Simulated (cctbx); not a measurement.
# Occupancies in V16Ga6Ni7

Cell a = 11.3520 Å, b = 11.3520 Å, c = 11.3520 Å, α = 90.00°, β = 90.00°, γ = 90.00°; space group Fm-3m (no. 225); nominal formula V16Ga6Ni7.

Simulated single-crystal data (cctbx): Ag Kα, λ = 0.56087 Å, to d = 0.77 Å, 95 % of the full sphere, strongest reflection 20000 counts, noise from counting, a 4 % proportional error and a noise floor of 8 counts (s.d.); no absorption, and some extinction, which the refinements don't model.

With every site full:

```text
Rint 0.048, 118 unique reflections to 0.77 A
cycle     R1     wR2    GooF  max shift (A)
   1  0.2313  0.4763  28.702   0.00752
   2  0.0994  0.2524  15.209   0.00021
final R1 0.0994 wR2 0.2524 GooF 15.207  parameters 13  data/parameter 9.1
atom        x        y        z      Ueq    occ   su(xyz)  su(Uiso or U11)
Ga1    0.69633  0.00000  0.00000   0.0410  1.000  0.00084  0.0054
Ni1    0.00000  0.75000  0.75000   0.0079  1.000  0.00000  0.0028
Ni2    0.00000  0.00000  0.00000   0.0073  1.000  0.00000  0.0030
V1     0.33486  0.83486  0.83486   0.0173  1.000  0.00044  0.0019
V2     0.11992  0.61992  0.61992   0.0091  1.000  0.00038  0.0019
difference map: max 8.14 min -4.50 rms 1.07
Q1    0.0000  0.0000  0.0000    4    8.14  0.00 A from Ni2
Q2    0.0000  0.2500  0.2500   24    5.93  0.00 A from Ni1
Q3    0.1884  0.1884  0.3116   32    4.80  0.46 A from V1
Q4    0.1187  0.1187  0.1187   32    3.16  0.02 A from V2
Q5    0.0000  0.0000  0.1961   24    1.37  1.22 A from Ga1
Q6    0.0780  0.1325  0.2450  192    1.21  1.47 A from V1
```

With the occupancies of the suspect sites free, each still typed as its main element:

```text
Rint 0.048, 118 unique reflections to 0.77 A
cycle     R1     wR2    GooF  max shift (A)
   1  0.2480  0.4768  28.872   0.00586
   6  0.0126  0.0224   1.359   0.00001
final R1 0.0126 wR2 0.0224 GooF 1.358  parameters 14  data/parameter 8.4
atom        x        y        z      Ueq    occ   su(xyz)  su(Uiso or U11)
Ga1    0.69693  0.00000  0.00000   0.0218  0.601  0.00007  0.0005
Ni1    0.00000  0.75000  0.75000   0.0165  1.000  0.00000  0.0003
Ni2    0.00000  0.00000  0.00000   0.0156  1.000  0.00000  0.0003
V1     0.33454  0.83454  0.83454   0.0283  1.000  0.00004  0.0002
V2     0.12001  0.62001  0.62001   0.0193  1.000  0.00003  0.0002
su of occupancy Ga1: 0.003
difference map: max 0.54 min -1.48 rms 0.19
Q1    0.0000  0.0000  0.3806   24    0.54  0.88 A from Ga1
Q2    0.0445  0.0445  0.1093   96    0.34  1.22 A from V2
Q3    0.0000  0.1492  0.3508   48    0.34  1.62 A from Ni1
Q4    0.1330  0.2060  0.2060   96    0.33  1.39 A from V2
Q5    0.0000  0.0908  0.4092   48    0.29  1.59 A from Ga1
Q6    0.0861  0.2004  0.2996   96    0.29  1.06 A from V1
```

**Question.** What is the disorder?

X-rays count electrons. Ga1 refines to 0.601(0.003), or 18.6 electrons; the site truly holds 0.6 Ga, 18.6 electrons, which is 0.600 of Ga. A value under 1 can't tell vacancies from a lighter guest, and one over 1 needs a heavier guest; chemistry or a second radiation must settle which. Occupancy correlates with U and the scale, so the match is approximate.

Freeing them takes R1 from 0.0994 to 0.0126 and GooF from 15.21 to 1.36.

The model was made for the exercise: a known structure type with other elements put in, its volume estimated, not relaxed; displacement parameters are assumed.

[Middle refinement cycles are left out of these outputs.]

[Logs are printed without paths, hosts, clocks, repeated set-up lines and the standing remarks that a program may print on its own settings, such as how far it seeks lower states.]
